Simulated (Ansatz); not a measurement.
# C on Cu(111): change of the work function, part 2 of 4

Wanted: Δφ(θ) for C/Cu(111), starting from the fcc site.

Ansatz 0.2.0; plane-wave DFT, PBE, Ansatz PAW.

So far, work function, upper face (eV): step 2 (the clean slab) 4.79.

## Step 3: The covered slab, k-mesh 4×4×1, coverage 0.111 ML

System of this step: Cu36C (C/Cu(111)). The cell holds 37 atoms: 36 Cu and 1 C. Its edges and angles: a = 7.658 Å, b = 7.658 Å, c = 25.808 Å, α = 90.0°, β = 90.0°, γ = 60.0°. Vacuum lies along c.

The clean slab as it ended is repeated in the plane and the adsorbate is set on one face; the cell's size fixes the coverage, and the k-mesh shrinks with it to keep the sampling density about even. Adsorbate and upper layers relax, since the dipole depends on the height.

The input, input.yaml:

```yaml
crystal:
  lattice:
    - [7.6579664403, 1.0e-10, 0.0]
    - [3.8289832201, 6.6319934787, 0.0]
    - [0.0, 0.0, 25.8076507124]
  atoms:
    - { symbol: Cu, position: [0.0, 0.0, 0.348733796] }
    - { symbol: Cu, position: [0.1111111111, 0.1111111111, 0.4294941293] }
    - { symbol: Cu, position: [0.2222222222, 0.2222222222, 0.5102544626] }
    - { symbol: Cu, position: [0.0, 0.0, 0.5910147958] }
    - { symbol: Cu, position: [0.0, 0.3333333333, 0.348733796] }
    - { symbol: Cu, position: [0.1111111111, 0.4444444444, 0.4294941293] }
    - { symbol: Cu, position: [0.2222222222, 0.5555555556, 0.5102544626] }
    - { symbol: Cu, position: [0.0, 0.3333333333, 0.5910147958] }
    - { symbol: Cu, position: [0.0, 0.6666666667, 0.348733796] }
    - { symbol: Cu, position: [0.1111111111, 0.7777777778, 0.4294941293] }
    - { symbol: Cu, position: [0.2222222222, 0.8888888889, 0.5102544626] }
    - { symbol: Cu, position: [0.0, 0.6666666667, 0.5910147958] }
    - { symbol: Cu, position: [0.3333333333, 0.0, 0.348733796] }
    - { symbol: Cu, position: [0.4444444444, 0.1111111111, 0.4294941293] }
    - { symbol: Cu, position: [0.5555555556, 0.2222222222, 0.5102544626] }
    - { symbol: Cu, position: [0.3333333333, 0.0, 0.5910147958] }
    - { symbol: Cu, position: [0.3333333333, 0.3333333333, 0.348733796] }
    - { symbol: Cu, position: [0.4444444444, 0.4444444444, 0.4294941293] }
    - { symbol: Cu, position: [0.5555555556, 0.5555555556, 0.5102544626] }
    - { symbol: Cu, position: [0.3333333333, 0.3333333333, 0.5910147958] }
    - { symbol: Cu, position: [0.3333333333, 0.6666666667, 0.348733796] }
    - { symbol: Cu, position: [0.4444444444, 0.7777777778, 0.4294941293] }
    - { symbol: Cu, position: [0.5555555556, 0.8888888889, 0.5102544626] }
    - { symbol: Cu, position: [0.3333333333, 0.6666666667, 0.5910147958] }
    - { symbol: Cu, position: [0.6666666667, 0.0, 0.348733796] }
    - { symbol: Cu, position: [0.7777777778, 0.1111111111, 0.4294941293] }
    - { symbol: Cu, position: [0.8888888889, 0.2222222222, 0.5102544626] }
    - { symbol: Cu, position: [0.6666666667, 0.0, 0.5910147958] }
    - { symbol: Cu, position: [0.6666666667, 0.3333333333, 0.348733796] }
    - { symbol: Cu, position: [0.7777777778, 0.4444444444, 0.4294941293] }
    - { symbol: Cu, position: [0.8888888889, 0.5555555556, 0.5102544626] }
    - { symbol: Cu, position: [0.6666666667, 0.3333333333, 0.5910147958] }
    - { symbol: Cu, position: [0.6666666667, 0.6666666667, 0.348733796] }
    - { symbol: Cu, position: [0.7777777778, 0.7777777778, 0.4294941293] }
    - { symbol: Cu, position: [0.8888888889, 0.8888888889, 0.5102544626] }
    - { symbol: Cu, position: [0.6666666667, 0.6666666667, 0.5910147958] }
    - { symbol: C, position: [0.1111111111, 0.1111111111, 0.651266204] }
kpoints:
  mp_grid: { grid: [4, 4, 1] }
hamiltonian:
  xc: pbe
scf:
  occupations: { method: fermi_dirac, width: 0.1 }
  convergence: { dr2_threshold: 1.0e-08 }
efield:
  axis: 3
  dipole_correction: true
  ramp_position: 0.97
  ramp_width: 0.06
relax:
  f_tol: 0.02
  max_steps: 60
  constraints:
    - { sites: [0, 1, 4, 5, 8, 9, 12, 13, 16, 17, 20, 21, 24, 25, 28, 29, 32, 33] }
output:
  write_potential: true
  write_density: true
  volumetric_format: npy
```

Started as:

```bash
ansatz run input.yaml --threads 4 --pin off --max-ram 16384MiB --backend cpu --events-out ev --progress --plain --runs-dir out
```

Standard output:

```text
[...]
Crystal: 37 atoms, lattice volume = 1310.708 Å³
Basis set: ecut = 420 eV, 25557 PW (Γ), exchange–correlation on 108×108×360 points (8 copies of the dense FFT grid, shifted against one another)
Bands: 413, of which v1, the nominal top of the filled ones, is band 344 counted from 1 (343 counted from 0)
Symmetry: 6 space group operations
[...]
k-points: 4 of 16 (time reversal used)
[...]
SCF iter   1: F=—  HF=-238744.963967 eV  |F-HF|=—  |Δ(HF+E_count)|=         —  Δρ=2.24e-3  dr2=1.87e-1  ethr=1.77e-3  p=-0.191 e·Å  D=-2.63e-2 V/Å  ΔV_dip=0.68 eV  dr2_dipole=1.95e-2  V_vac-E_F(+/−)=5.39/4.71 eV  ⟨swp⟩=6.5  Hψ=6663  notcnv=0  defer=172
[...]
SCF iter  13: F=-238745.014180 eV  HF=-238745.014179 eV  |F-HF|=1.23e-7  |Δ(HF+E_count)|=   2.42e-7  Δρ=7.60e-7  dr2=5.72e-9  ethr=1.45e-12  p=-0.170 e·Å  D=-2.35e-2 V/Å  ΔV_dip=0.61 eV  dr2_dipole=5.14e-12  V_vac-E_F(+/−)=5.40/4.79 eV  ⟨swp⟩=7.5  Hψ=11598  notcnv=0
SCF 1 converged in 13 iterations: F = -238745.014180 eV  dr2 = 5.72e-9
[...]
relax step   1: F+E_penalty+E_count = -238745.01417956 eV  Δ(F+E_penalty+E_count) = +0.000e0 eV  max|allowed force component| = 3.283e0 eV/Å  Δτ_max = 0.0000 Å  (13 SCF iters, accepted)
[...]
iter 1 solved again at ethr=8.08e-5 eV; its pass at ethr=3.10e-3 eV (dr2=5.56e-1 eV) is discarded
[...]
SCF iter  13: F=-238745.538843 eV  HF=-238745.538843 eV  |F-HF|=1.03e-7  |Δ(HF+E_count)|=   2.71e-7  Δρ=8.09e-7  dr2=6.37e-9  ethr=1.45e-12  p=-0.145 e·Å  D=-2.01e-2 V/Å  ΔV_dip=0.52 eV  dr2_dipole=4.81e-11  V_vac-E_F(+/−)=5.31/4.79 eV  ⟨swp⟩=7.5  Hψ=11735  notcnv=0
SCF 2 converged in 13 iterations: F = -238745.538843 eV  dr2 = 6.37e-9
relax step   2: F+E_penalty+E_count = -238745.53884286 eV  Δ(F+E_penalty+E_count) = -5.247e-1 eV  max|allowed force component| = 2.604e0 eV/Å  Δτ_max = 0.1766 Å  (13 SCF iters, accepted)
SCF iter   1: F=—  HF=-238746.081872 eV  |F-HF|=—  |Δ(HF+E_count)|=         —  Δρ=6.78e-3  dr2=6.84e-1  ethr=1.33e-3  p=-0.145 e·Å  D=-2.01e-2 V/Å  ΔV_dip=0.52 eV  dr2_dipole=3.50e-3  V_vac-E_F(+/−)=5.32/4.80 eV  ⟨swp⟩=5.5  Hψ=3394  notcnv=0  defer=184
[...]
SCF iter  14: F=-238745.953459 eV  HF=-238745.953459 eV  |F-HF|=9.37e-9  |Δ(HF+E_count)|=   1.03e-7  Δρ=4.28e-7  dr2=3.16e-9  ethr=1.45e-12  p=-0.106 e·Å  D=-1.47e-2 V/Å  ΔV_dip=0.38 eV  dr2_dipole=4.16e-10  V_vac-E_F(+/−)=5.18/4.80 eV  ⟨swp⟩=8.5  Hψ=10627  notcnv=0
SCF 3 converged in 14 iterations: F = -238745.953459 eV  dr2 = 3.16e-9
relax step   3: F+E_penalty+E_count = -238745.95345881 eV  Δ(F+E_penalty+E_count) = -4.146e-1 eV  max|allowed force component| = 4.029e-1 eV/Å  Δτ_max = 0.1987 Å  (14 SCF iters, accepted)
[...]
relax step   4: F+E_penalty+E_count = -238746.00237485 eV  Δ(F+E_penalty+E_count) = -4.892e-2 eV  max|allowed force component| = 2.055e-1 eV/Å  Δτ_max = 0.0644 Å  (11 SCF iters, accepted)
[...]
relax step   5: F+E_penalty+E_count = -238746.01439367 eV  Δ(F+E_penalty+E_count) = -1.202e-2 eV  max|allowed force component| = 5.827e-2 eV/Å  Δτ_max = 0.0402 Å  (10 SCF iters, accepted)
SCF iter   1: F=—  HF=-238746.015066 eV  |F-HF|=—  |Δ(HF+E_count)|=         —  Δρ=1.84e-4  dr2=3.51e-4  ethr=5.49e-7  p=-0.094 e·Å  D=-1.30e-2 V/Å  ΔV_dip=0.34 eV  dr2_dipole=6.48e-8  V_vac-E_F(+/−)=5.15/4.81 eV  ⟨swp⟩=3.5  Hψ=3503  notcnv=0  defer=187
[...]
SCF iter   9: F=-238746.014610 eV  HF=-238746.014610 eV  |F-HF|=1.75e-8  |Δ(HF+E_count)|=   3.38e-8  Δρ=4.91e-7  dr2=2.92e-9  ethr=1.45e-12  p=-0.093 e·Å  D=-1.28e-2 V/Å  ΔV_dip=0.33 eV  dr2_dipole=2.16e-10  V_vac-E_F(+/−)=5.14/4.81 eV  ⟨swp⟩=9.0  Hψ=11102  notcnv=0
SCF 6 converged in 9 iterations: F = -238746.014610 eV  dr2 = 2.92e-9
[...]
relax step   6: F+E_penalty+E_count = -238746.01460961 eV  Δ(F+E_penalty+E_count) = -2.159e-4 eV  max|allowed force component| = 6.955e-3 eV/Å  Δτ_max = 0.0081 Å  (9 SCF iters, accepted)
NSCF: frozen V_eff on 4 k-points
[...]
WARN: The output density's exchange-correlation potential varies sharply where the density is thin. Do not read a vacuum level from v_tot or v_xc, or from such a field of the output density. On a cell that repeats whose density bears no net charge and no dipole along the vacuum's axis use v_es (v_loc + v_h of the components); under efield.dipole_correction with no amplitude use v_es + v_field, which holds any externa [...]
SCF converged after 9 iterations
Free energy (F): -238746.014610 eV
[...]
Internal energy: -238745.561799 eV  (E = F + TS)
E sigma→0 (E₀):  -238745.788204 eV
Entropy (-TS):   -0.452810 eV (-12.238 meV/atom)
Fermi energy:    2.195461 eV
Dipole field:    D = -0.012844 V/Å  (p = -0.093033 e·Å, saw-weighted, corrected)
Work function:   Φ+ = 5.1412 eV   Φ− = 4.8097 eV
[...]
--- Forces (eV/Å), atoms counted from 1 ---
  atom   1  Cu     0.00466287     0.00269211    -0.02734930
  atom   2  Cu     0.00000000     0.00000000    -0.05885254
  atom   3  Cu    -0.00026147    -0.00015096    -0.00130937
  atom   4  Cu    -0.00289743    -0.00167283     0.00015171
  atom   5  Cu     0.00000000    -0.00538422    -0.02734930
  atom   6  Cu     0.01484622    -0.02014008     0.02612502
  atom   7  Cu     0.00003120    -0.00001801     0.00029078
  atom   8  Cu    -0.00000000     0.00334567     0.00015171
  atom   9  Cu    -0.02253256     0.01300918     0.00864478
  atom  10  Cu     0.02486493    -0.00278717     0.02612502
  atom  11  Cu    -0.00000000     0.00030192    -0.00130937
  atom  12  Cu     0.00031395    -0.00018126    -0.00044484
  atom  13  Cu    -0.00466287     0.00269211    -0.02734930
  atom  14  Cu    -0.01001871     0.02292725     0.02612502
  atom  15  Cu    -0.00000000     0.00003603     0.00029078
  atom  16  Cu     0.00289743    -0.00167283     0.00015171
  atom  17  Cu     0.01702234     0.00982786    -0.00608361
  atom  18  Cu     0.00000000     0.00000000     0.00037314
  atom  19  Cu    -0.00003120    -0.00001801     0.00029078
  atom  20  Cu     0.00021514     0.00012421    -0.00122706
  atom  21  Cu     0.00000000    -0.01965571    -0.00608361
  atom  22  Cu    -0.02486493    -0.00278717     0.02612502
  atom  23  Cu     0.00003970    -0.00002292     0.00003285
  atom  24  Cu     0.00000000    -0.00024842    -0.00122706
  atom  25  Cu     0.00000000    -0.02601836     0.00864478
  atom  26  Cu     0.01001871     0.02292725     0.02612502
  atom  27  Cu     0.00026147    -0.00015096    -0.00130937
  atom  28  Cu    -0.00000000     0.00036252    -0.00044484
  atom  29  Cu    -0.01702234     0.00982786    -0.00608361
  atom  30  Cu    -0.01484622    -0.02014008     0.02612502
  atom  31  Cu    -0.00000000     0.00004584     0.00003285
  atom  32  Cu    -0.00021514     0.00012421    -0.00122706
  atom  33  Cu     0.02253256     0.01300918     0.00864478
  atom  34  Cu     0.00000000    -0.00000000    -0.02332764
  atom  35  Cu    -0.00003970    -0.00002292     0.00003285
  atom  36  Cu    -0.00031395    -0.00018126    -0.00044484
  atom  37  C     -0.00000000     0.00000000     0.00695495
  max |Σ_I F_I| component: 1.59e-5 eV/Å
--- Band table (eV) ---
  k-point 0: bands = [... 340 lower, 1.2523, 1.4302, 1.4302, 1.7183, 1.7905, 1.7905, 1.8198, 2.6664, ... 65 higher]
  k-point 1: bands = [... 340 lower, 1.3963, 1.4374, 1.4845, 1.8163, 2.1020, 2.2789, 2.5098, 2.8183, ... 65 higher]
  k-point 2: bands = [... 340 lower, 2.0108, 2.0292, 2.0531, 2.2937, 2.3570, 2.4006, 2.5011, 2.6044, ... 65 higher]
  k-point 3: bands = [... 340 lower, 1.9886, 2.0458, 2.0752, 2.2408, 2.4275, 2.5732, 2.6412, 2.6648, ... 65 higher]
--- Relaxed structure (6 steps of the walk, 6 accepted, 0 SCFs on fresh bases) ---
  F+E_penalty+E_count = -238746.01460961 eV   max|allowed force component| = 6.955e-3 eV/Å
  atoms:
    - { symbol: Cu, position: [1.111111e-11, 1.111111e-11, 0.348734] }
    - { symbol: Cu, position: [0.111111, 0.111111, 0.4294941293] }
    - { symbol: Cu, position: [0.221540, 0.221540, 0.510462] }
    - { symbol: Cu, position: [-0.00553575, -0.00553575, 0.593416] }
    - { symbol: Cu, position: [1.111117e-11, 0.333333, 0.348734] }
    - { symbol: Cu, position: [0.111111, 0.444444, 0.4294941293] }
    - { symbol: Cu, position: [0.222095, 0.555619, 0.510071] }
    - { symbol: Cu, position: [-0.00553575, 0.344405, 0.593416] }
    - { symbol: Cu, position: [-2.222217e-11, 0.666667, 0.348734] }
    - { symbol: Cu, position: [0.111111, 0.777778, 0.4294941293] }
    - { symbol: Cu, position: [0.221540, 0.890254, 0.510462] }
    - { symbol: Cu, position: [-0.00112944, 0.667231, 0.589774] }
    - { symbol: Cu, position: [0.333333, 1.111111e-11, 0.348734] }
    - { symbol: Cu, position: [0.444444, 0.111111, 0.4294941293] }
    - { symbol: Cu, position: [0.555619, 0.222095, 0.510071] }
    - { symbol: Cu, position: [0.344405, -0.00553575, 0.593416] }
    - { symbol: Cu, position: [0.333333, 0.333333, 0.348734] }
    - { symbol: Cu, position: [0.444444, 0.444444, 0.4294941293] }
    - { symbol: Cu, position: [0.555619, 0.555619, 0.510071] }
    - { symbol: Cu, position: [0.334400, 0.334400, 0.590712] }
    - { symbol: Cu, position: [0.333333, 0.666667, 0.348734] }
    - { symbol: Cu, position: [0.444444, 0.777778, 0.4294941293] }
    - { symbol: Cu, position: [0.554834, 0.889250, 0.509890] }
    - { symbol: Cu, position: [0.334400, 0.664533, 0.590712] }
    - { symbol: Cu, position: [0.666667, -2.222220e-11, 0.348734] }
    - { symbol: Cu, position: [0.777778, 0.111111, 0.4294941293] }
    - { symbol: Cu, position: [0.890254, 0.221540, 0.510462] }
    - { symbol: Cu, position: [0.667231, -0.00112944, 0.589774] }
    - { symbol: Cu, position: [0.666667, 0.333333, 0.348734] }
    - { symbol: Cu, position: [0.777778, 0.444444, 0.4294941293] }
    - { symbol: Cu, position: [0.889250, 0.554834, 0.509890] }
    - { symbol: Cu, position: [0.664533, 0.334400, 0.590712] }
    - { symbol: Cu, position: [0.666667, 0.666667, 0.348734] }
    - { symbol: Cu, position: [0.777778, 0.777778, 0.4294941293] }
    - { symbol: Cu, position: [0.889250, 0.889250, 0.509890] }
    - { symbol: Cu, position: [0.667231, 0.667231, 0.589774] }
    - { symbol: C, position: [0.111111, 0.111111, 0.632354] }
```

Wall time 16 min (4 threads of Arm Neoverse V1, shared host); peak memory 9.4 GiB.

The steps of the relaxation:

```csv
step,energy less that of the first step (eV),largest force component (eV/Å)
1,0.0000,3.2828
2,-0.5247,2.6039
3,-0.9393,0.4029
4,-0.9882,0.2055
5,-1.0002,0.0583
6,-1.0004,0.0070
```

The run keeps the 6 symmetry operations that the program found, so distortions that break them were not tested.

The atoms that moved most (Å):

```csv
atom,dx,dy,dz,length
C37,0.000,0.000,-0.488,0.488
Cu8,0.000,0.073,0.062,0.096
Cu4,-0.064,-0.037,0.062,0.096
Cu16,0.064,-0.037,0.062,0.096
Cu36,0.006,0.004,-0.032,0.033
Cu28,0.000,-0.007,-0.032,0.033
Cu12,-0.006,0.004,-0.032,0.033
Cu24,0.000,-0.014,-0.008,0.016
```

Final coordinates:

```xyz
37
Lattice="7.6580 0.0000 0.0000 3.8290 6.6320 0.0000 0.0000 0.0000 25.8077" Properties=species:S:1:pos:R:3
Cu    0.0000    0.0000    9.0000
Cu    1.2763    0.7369   11.0842
Cu    2.5448    1.4693   13.1738
Cu   -0.0636   -0.0367   15.3147
Cu    1.2763    2.2107    9.0000
Cu    2.5527    2.9476   11.0842
Cu    3.8283    3.6849   13.1637
Cu    1.2763    2.2841   15.3147
Cu    2.5527    4.4213    9.0000
Cu    3.8290    5.1582   11.0842
Cu    5.1053    5.9042   13.1738
Cu    2.5462    4.4251   15.2207
Cu    2.5527    0.0000    9.0000
Cu    3.8290    0.7369   11.0842
Cu    5.1053    1.4729   13.1637
Cu    2.6162   -0.0367   15.3147
Cu    3.8290    2.2107    9.0000
Cu    5.1053    2.9476   11.0842
Cu    6.3824    3.6849   13.1637
Cu    3.8412    2.2177   15.2449
Cu    5.1053    4.4213    9.0000
Cu    6.3816    5.1582   11.0842
Cu    7.6538    5.8975   13.1591
Cu    5.1053    4.4072   15.2449
Cu    5.1053    0.0000    9.0000
Cu    6.3816    0.7369   11.0842
Cu    7.6658    1.4693   13.1738
Cu    5.1053   -0.0075   15.2207
Cu    6.3816    2.2107    9.0000
Cu    7.6580    2.9476   11.0842
Cu    8.9343    3.6797   13.1591
Cu    6.3694    2.2177   15.2449
Cu    7.6580    4.4213    9.0000
Cu    8.9343    5.1582   11.0842
Cu   10.2148    5.8975   13.1591
Cu    7.6645    4.4251   15.2207
C     1.2763    0.7369   16.3196
```

Numbers from this step:

```yaml
energy_at_zero_smearing: -238745.7882 eV
work_function_upper_face: 5.141 eV
work_function_lower_face: 4.810 eV
dipole_along_the_normal: -0.09303 e·Å
step_between_the_vacuum_levels: 0.3315 eV
```

Running mean over 2.084 Å of the planar mean; the ramp of the sawtooth is left out. The electron's electrostatic potential energy less the Fermi level by z:

z (Å), electron's electrostatic potential energy less the Fermi level (eV) and a bar from the least value:
```
      3.5       4.81 #############################
      4.0       4.81 #############################
      4.5       4.81 #############################
      5.0       4.81 #############################
      5.5       4.79 #############################
      6.0       4.76 #############################
      6.5       4.62 #############################
      7.0       4.13 ############################
      7.5       2.02 #######################
      8.0      -2.73 #############
      8.5      -7.09 ####
      9.0      -8.54 #
      9.5      -8.74 
     10.0      -8.79 
     10.5      -8.82 
     11.0      -8.85 
     11.5      -8.84 
     12.0      -8.83 
     12.5      -8.82 
     13.0      -8.81 
     13.5      -8.79 
     14.0      -8.73 
     14.5      -8.75 
     15.0      -8.90 
     15.5      -8.74 
     16.0      -5.99 ######
     16.5      -0.88 #################
     17.0       2.95 #########################
     17.5       4.43 ############################
     18.0       4.96 ##############################
     18.5       5.10 ##############################
     19.0       5.13 ##############################
     19.5       5.14 ##############################
     20.0       5.14 ##############################
     20.5       5.14 ##############################
     21.0       5.14 ##############################
     21.5       5.14 ##############################
     22.0       5.14 ##############################
     22.5       5.14 ##############################
```

The relaxation took 6 steps and lowered the energy by 1.0 eV; the largest force on the free atoms ends at 0.0070 eV/Å.

The covered face has 5.14 eV, +0.36 eV against the clean one; the bare back face has moved by +0.02 eV, a measure of how thin the slab is.

(Part 2 of 4 ends here.)

[Long decimals in the printed logs are rounded to 6 places.]

[Logs are printed without paths, hosts, clocks, repeated set-up lines and the standing remarks that a program may print on its own settings, such as how far it seeks lower states.]

[Hosts, paths, dates, database ids (printed as entryN), source tags and the programs' standing remarks are cut or masked in the printed files.]

[Maps of the electrostatic potential energy from Ansatz leave out the sawtooth potential of an applied field or a dipole correction, so their vacuum need not be flat; planar profiles and work functions include it.]
